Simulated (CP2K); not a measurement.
The C K edge of 3-aminopyrrole was computed by TDDFT (CP2K XAS_TDP, aug-cc-pVDZ, TDA) at these levels: BHandHLYP, PBEh(45%) and PBEh(45%) + GW2X. The first three lines of C2 (bonded to 2 C and N) with a strength over 0.0015, energy in eV and strength:

```csv
run,first,second,third
1,288.96 (0.056),290.43 (0.002),290.83 (0.004)
2,283.35 (0.057),284.81 (0.002),285.22 (0.004)
3,285.31 (0.061),286.96 (0.003),287.53 (0.003)
```

Which run is which?

Run 1: PBEh(45%) + GW2X (45 % exact exchange). Run 2: PBEh(45%) (45 % exact exchange). Run 3: BHandHLYP (50 % exact exchange). Self-interaction lifts the core level, so the uncorrected lines rise with the share of exact exchange. The GW2X run keeps the spacings of its parent: 1.47 eV between the first two lines in run 1, 1.46 eV in run 2. Its shift is +5.61 eV, since the Kohn–Sham level at this share of exchange lies that far above the quasiparticle level.

[Banner, clock and machine lines of the logs are left out without a mark of their own.]

[Logs are printed without paths, hosts, clocks, repeated set-up lines and the standing remarks that a program may print on its own settings, such as how far it seeks lower states.]

[Hosts, paths, dates, database ids (printed as entryN), source tags and the programs' standing remarks are cut or masked in the printed files.]
